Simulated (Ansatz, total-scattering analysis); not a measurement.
# formamide: run and scatter

Aim: the structure of formamide at 320 K, and the X-ray and neutron patterns it would give.

Method: ab initio molecular dynamics with Ansatz (revPBE-D3(BJ), plane waves, PAW default files, Langevin thermostat, no spin, fixed volume, H with the mass of D). Composition: 16 formamide; N 16.7, C 16.7, O 16.7, H 50.0 atom %; 96 atoms. The average runs over 0.63 ps of 96 atoms, so shells between rare elements are rough. Mean temperature 307 K, largest m.s.d. 0.97 Å², energy drift -1 meV an atom (last third less first, no steady trend), Langevin friction 10 ps⁻¹; the first quarter of the run is discarded. Start: last frame of a classical run of this cell at the same density and temperature. So short a stretch relaxes bonds and nearest shells but still remembers its start.

## The run

The step of 1 fs has to resolve the fastest vibration, that of H (given the mass of D, which leaves classical structure unchanged and allows a longer step). The volume is fixed, since the run is too short for a cell to find its own; the mean pressure then hints how far the functional is from its own density, with errors up to a few GPa from cell size, k-points and loose SCF steps (the program warns of the last). One k-point, Γ, is the usual economy for a cell of this size. Smeared occupations keep the forces smooth should levels come near the Fermi energy. A dispersion term is added because semilocal functionals bind large anions and molecules too weakly, which shows as excess pressure at a given density. A Langevin thermostat samples the right structure once equilibrated, but its friction lowers diffusion.

Contents of input.yaml:

```yaml
crystal:
  lattice:
    - [10.1929, 0.0, 0.0]
    - [0.0, 10.1929, 0.0]
    - [0.0, 0.0, 10.1929]
  atoms:
    - { symbol: "N", position: [0.2698, 0.6968, 0.2727] }
    - { symbol: C, position: [0.316, 0.7254, 0.4002] }
    - { symbol: O, position: [0.2825, 0.827, 0.4563] }
    - { symbol: H, position: [0.3139, 0.6247, 0.2217] }
[... 90 atom lines left out ...]
    - { symbol: H, position: [0.2806, 0.9667, 0.5773] }
    - { symbol: H, position: [0.0954, 0.1091, 0.7421] }
kpoints:
  mp_grid: { grid: [1, 1, 1] }
scf:
  occupations: { method: fermi_dirac, width: 0.0276 }
hamiltonian:
  xc: revpbe
  pseudopotentials: { kind: paw }
  dispersion: d3bj
output:
  forces: true
  stress: true
md:
  timestep: 1.0
  n_steps: 839
  ensemble: nvt_langevin
  temperature: 320.0
  initial_velocities: maxwell_boltzmann
  seed: 7
  masses: [{ species: H, mass: 2.014 }]
```

```console
$ ansatz run input.yaml --threads 4 --pin off --max-ram 10240MiB --backend cpu --events-out ev --progress --plain --runs-dir out
```

```text
Warning: md: disabling space-group detection — thermal motion breaks the input geometry's symmetry, so no spatial operation reduces the k-mesh or symmetrises the density; time reversal is kept, so that k and −k are [...]
Warning: output.stress: scf.convergence.dr2_threshold = 9.6e-8 eV (the default of an md: trajectory) is looser than the 9.6e-9 eV advised for a printed stress (1e-10 eV for each atom of the cell: 96). What an SCF [...]
Warning: RAYON_NUM_THREADS=4 ignored (pool sized by the plan → 4); use --threads N
Engine: ansatz 0.2.0, aarch64-unknown-linux-gnu
Pseudopotential: N, paw, valence charge 5, recommended cutoff 420 eV (normal), N.paw.azcp
Pseudopotential: C, paw, valence charge 4, recommended cutoff 420 eV (normal), C.paw.azcp
Pseudopotential: O, paw, valence charge 6, recommended cutoff 420 eV (normal), O.paw.azcp
Pseudopotential: H, paw, valence charge 1, recommended cutoff 420 eV (normal), H.paw.azcp
Functional definition: revPBE
Crystal: 96 atoms, lattice volume = 1058.993 Å³
Basis set: ecut = 420 eV, 20719 PW (Γ), exchange–correlation on 144×144×144 points (8 copies of the dense FFT grid, shifted against one another)
Bands: 240, of which v1, the nominal top of the filled ones, is band 144 counted from 1 (143 counted from 0)
k-points: 1
[... other set-up lines, SCF lines and steps between those shown are left out ...]
md step     0: t =     0.00 fs  T =   316.7 K  F+E_penalty+E_count = -20073.08125512 eV  E_kin = 3.929504 eV  P_inst = 3.9231 GPa  (10 SCF iters)
md step     1: t =     1.00 fs  T =   353.4 K  F+E_penalty+E_count = -20073.51375684 eV  E_kin = 4.385641 eV  P_inst = 3.8265 GPa  (9 SCF iters, 3 dispersion substeps)
md step    33: t =    33.00 fs  T =   355.5 K  F+E_penalty+E_count = -20074.01121706 eV  E_kin = 4.411511 eV  P_inst = -0.1151 GPa  (7 SCF iters, 3 dispersion substeps)
md step    66: t =    66.00 fs  T =   330.4 K  F+E_penalty+E_count = -20073.61288446 eV  E_kin = 4.099712 eV  P_inst = 0.5679 GPa  (7 SCF iters, 3 dispersion substeps)
md step    99: t =    99.00 fs  T =   341.0 K  F+E_penalty+E_count = -20074.08159870 eV  E_kin = 4.231889 eV  P_inst = 1.5384 GPa  (7 SCF iters, 3 dispersion substeps)
md step   132: t =   132.00 fs  T =   307.2 K  F+E_penalty+E_count = -20074.31314371 eV  E_kin = 3.811515 eV  P_inst = 0.7036 GPa  (7 SCF iters, 3 dispersion substeps)
md step   165: t =   165.00 fs  T =   329.4 K  F+E_penalty+E_count = -20074.18013590 eV  E_kin = 4.087557 eV  P_inst = -0.3205 GPa  (7 SCF iters, 3 dispersion substeps)
md step   198: t =   198.00 fs  T =   353.0 K  F+E_penalty+E_count = -20074.44778579 eV  E_kin = 4.380038 eV  P_inst = 0.1372 GPa  (7 SCF iters, 3 dispersion substeps)
md step   231: t =   231.00 fs  T =   367.3 K  F+E_penalty+E_count = -20074.42090395 eV  E_kin = 4.557347 eV  P_inst = 1.5212 GPa  (7 SCF iters, 3 dispersion substeps)
md step   264: t =   264.00 fs  T =   321.6 K  F+E_penalty+E_count = -20074.42155021 eV  E_kin = 3.990753 eV  P_inst = 0.9791 GPa  (7 SCF iters, 3 dispersion substeps)
md step   297: t =   297.00 fs  T =   312.4 K  F+E_penalty+E_count = -20074.48914291 eV  E_kin = 3.876721 eV  P_inst = -0.1737 GPa  (7 SCF iters, 3 dispersion substeps)
md step   330: t =   330.00 fs  T =   387.5 K  F+E_penalty+E_count = -20074.82558461 eV  E_kin = 4.808336 eV  P_inst = 0.0322 GPa  (9 SCF iters, 3 dispersion substeps)
md step   363: t =   363.00 fs  T =   323.5 K  F+E_penalty+E_count = -20074.36705035 eV  E_kin = 4.014358 eV  P_inst = 2.0556 GPa  (7 SCF iters, 3 dispersion substeps)
md step   396: t =   396.00 fs  T =   307.7 K  F+E_penalty+E_count = -20074.58594892 eV  E_kin = 3.818777 eV  P_inst = 0.3094 GPa  (7 SCF iters, 3 dispersion substeps)
md step   429: t =   429.00 fs  T =   275.9 K  F+E_penalty+E_count = -20074.28572266 eV  E_kin = 3.423547 eV  P_inst = 0.1194 GPa  (7 SCF iters, 3 dispersion substeps)
md step   462: t =   462.00 fs  T =   266.2 K  F+E_penalty+E_count = -20074.47366979 eV  E_kin = 3.302742 eV  P_inst = 1.0945 GPa  (7 SCF iters, 3 dispersion substeps)
md step   495: t =   495.00 fs  T =   293.9 K  F+E_penalty+E_count = -20074.76289687 eV  E_kin = 3.647408 eV  P_inst = 0.4568 GPa  (8 SCF iters, 3 dispersion substeps)
md step   528: t =   528.00 fs  T =   259.9 K  F+E_penalty+E_count = -20074.04028346 eV  E_kin = 3.225360 eV  P_inst = 0.0475 GPa  (7 SCF iters, 3 dispersion substeps)
md step   561: t =   561.00 fs  T =   284.1 K  F+E_penalty+E_count = -20074.38293238 eV  E_kin = 3.524769 eV  P_inst = 1.0904 GPa  (7 SCF iters, 3 dispersion substeps)
md step   594: t =   594.00 fs  T =   329.9 K  F+E_penalty+E_count = -20074.43221384 eV  E_kin = 4.093520 eV  P_inst = 0.0246 GPa  (7 SCF iters, 3 dispersion substeps)
md step   627: t =   627.00 fs  T =   322.3 K  F+E_penalty+E_count = -20074.24989352 eV  E_kin = 3.999778 eV  P_inst = 0.9970 GPa  (7 SCF iters, 3 dispersion substeps)
md step   660: t =   660.00 fs  T =   335.7 K  F+E_penalty+E_count = -20074.68202990 eV  E_kin = 4.166055 eV  P_inst = 1.5997 GPa  (9 SCF iters, 3 dispersion substeps)
md step   693: t =   693.00 fs  T =   285.4 K  F+E_penalty+E_count = -20074.29241532 eV  E_kin = 3.541746 eV  P_inst = 0.6681 GPa  (8 SCF iters, 3 dispersion substeps)
md step   726: t =   726.00 fs  T =   304.5 K  F+E_penalty+E_count = -20074.42202598 eV  E_kin = 3.777935 eV  P_inst = 0.6107 GPa  (7 SCF iters, 3 dispersion substeps)
md step   759: t =   759.00 fs  T =   301.2 K  F+E_penalty+E_count = -20074.76129982 eV  E_kin = 3.738174 eV  P_inst = 0.6658 GPa  (7 SCF iters, 3 dispersion substeps)
md step   792: t =   792.00 fs  T =   274.8 K  F+E_penalty+E_count = -20074.22889823 eV  E_kin = 3.410062 eV  P_inst = 1.0172 GPa  (7 SCF iters, 3 dispersion substeps)
md step   825: t =   825.00 fs  T =   320.2 K  F+E_penalty+E_count = -20074.39840320 eV  E_kin = 3.973010 eV  P_inst = -0.0242 GPa  (7 SCF iters, 3 dispersion substeps)
[... last step's energies and forces left out ...]
--- MD trajectory: 839 steps, t = 0.0 → 839.0 fs ---
  final state: T = 330.5 K   F+E_penalty+E_count = -20074.05174498 eV   E_kin = 4.101705 eV
```

Run time: 64 min on 4 threads of Arm Neoverse V1, on a shared host, peak memory 1.2 GiB.

## Analysis

S(Q) is the Faber–Ziman total, Σ ci cj fi fj (Sij − 1)/⟨f⟩² + 1. Below 4 Å⁻¹ the partials are summed on the cell's own reciprocal vectors (from 0.62 Å⁻¹) and folded with a Gaussian of σ = 0.14 Å⁻¹; above it they are transforms of g(r) out to 6.9 Å, tapered over the last 40 %. The fold lowers sharp peaks, and with so few vectors their positions are good to about 0.1 Å⁻¹. X-rays take neutral-atom form factors, neutrons coherent lengths (N 9.36, C 6.6472, O 5.8037, H 6.6681 fm). Hydrogen is taken as deuterium. G(r) = 4πrρ₀[g(r) − 1] carries the resolution of a Lorch-windowed transform up to 20 Å⁻¹. The patterns are simulated, not measured. The cell is small: beyond half the box only the part of each shell inside it is counted, and low-Q values rest on few vectors. It is averaged over 126 frames.

```
T (K)  state  density (g/cm³)  first clear X-ray maximum (Å⁻¹)  its height (X-ray)  first clear neutron maximum (Å⁻¹)  its height (neutron)  O–O (Å)  O around O  C–C (Å)                  held  D over the elements, rough (10⁻⁹ m²/s)
  320   slow            1.130                             1.74                2.51                               1.71                  2.04     3.76        4.59     4.11  volume, 0.6 GPa mean                                       -
```

X-ray S(Q):

```csv
Q (Å⁻¹),320 K
0.8,-0.25
1.1,-0.02
1.4,0.82
1.7,2.47
2.0,1.93
2.3,1.48
2.6,0.69
2.9,0.59
3.2,0.54
3.5,0.62
3.8,0.86
4.1,0.82
4.4,0.71
4.7,0.69
5.0,0.86
5.3,1.11
5.6,1.27
5.9,1.32
6.2,1.32
6.5,1.28
6.8,1.19
7.1,1.07
7.4,0.95
7.7,0.85
8.0,0.77
8.3,0.76
8.6,0.84
8.9,0.93
```

At 320 K the maxima of S(Q), Q in Å⁻¹ (height), are X-ray: 1.74 (2.51), 3.81 (0.86), 6.04 (1.33), 11.23 (1.17); neutron: 1.71 (2.04), 3.91 (0.86), 6.82 (1.23), 13.08 (1.05). Its shells:

| pair | first peak (Å) | g there | first minimum (Å) | g there | neighbours | kind | X-ray weight (f = Z) | neutron weight |
| --- | --- | --- | --- | --- | --- | --- | --- | --- |
| N–H | 1.02 | 37.9 | 1.32 | 0.00 | 2.0 H per N, 0.7 N per H | within molecules | 0.07 | 0.21 |
| C–H | 1.10 | 15.2 | 1.42 | 0.00 | 1.0 H per C, 0.3 C per H | within molecules | 0.06 | 0.15 |
| C–O | 1.25 | 43.0 | 1.60 | 0.00 | 1.0 O per C, 1.0 C per O | within molecules | 0.17 | 0.04 |
| N–C | 1.34 | 34.0 | 1.72 | 0.00 | 1.0 C per N, 1.0 N per C | within molecules | 0.15 | 0.07 |
| H–H | 1.75 | 2.5 | 2.00 | 0.12 | 0.7 | within molecules | 0.02 | 0.23 |
| O–H | 2.04 | 4.2 | 2.28 | 0.83 | 2.4 H per O, 0.8 O per H | 57 % within molecules at the peak | 0.08 | 0.13 |
| N–O | 2.29 | 9.0 | 2.54 | 0.09 | 1.0 O per N, 1.0 N per O | within molecules | 0.19 | 0.06 |
| O–O | 3.76 | 2.4 | 4.44 | 0.91 | 4.6 | between molecules | 0.11 | 0.02 |
| C–C | 4.11 | 2.3 | 5.84 | 0.61 | 12.0 | between molecules | 0.06 | 0.03 |

The tapered transform alone would put 2.15 at the X-ray maximum of 1.74 Å⁻¹, where the reciprocal vectors give 2.51: a cut in r lowers sharp peaks, which is why the direct sum is used there.

**Reading.** Distances within molecules give the sharpest pair functions, and with hydrogen they rule the neutron S(Q) at high Q: N–H 1.02 Å, C–H 1.10 Å, C–O 1.25 Å, N–C 1.34 Å, H–H 1.75 Å and N–O 2.29 Å (first peaks only). On the last frame 75 % of the H on O, N or F point at an acceptor of another molecule or at an anion within hydrogen-bond range (2.35 Å to O, N, F; 2.85 Å to Cl, Br, I).

[Logs are printed without paths, hosts, clocks, repeated set-up lines and the standing remarks that a program may print on its own settings, such as how far it seeks lower states.]
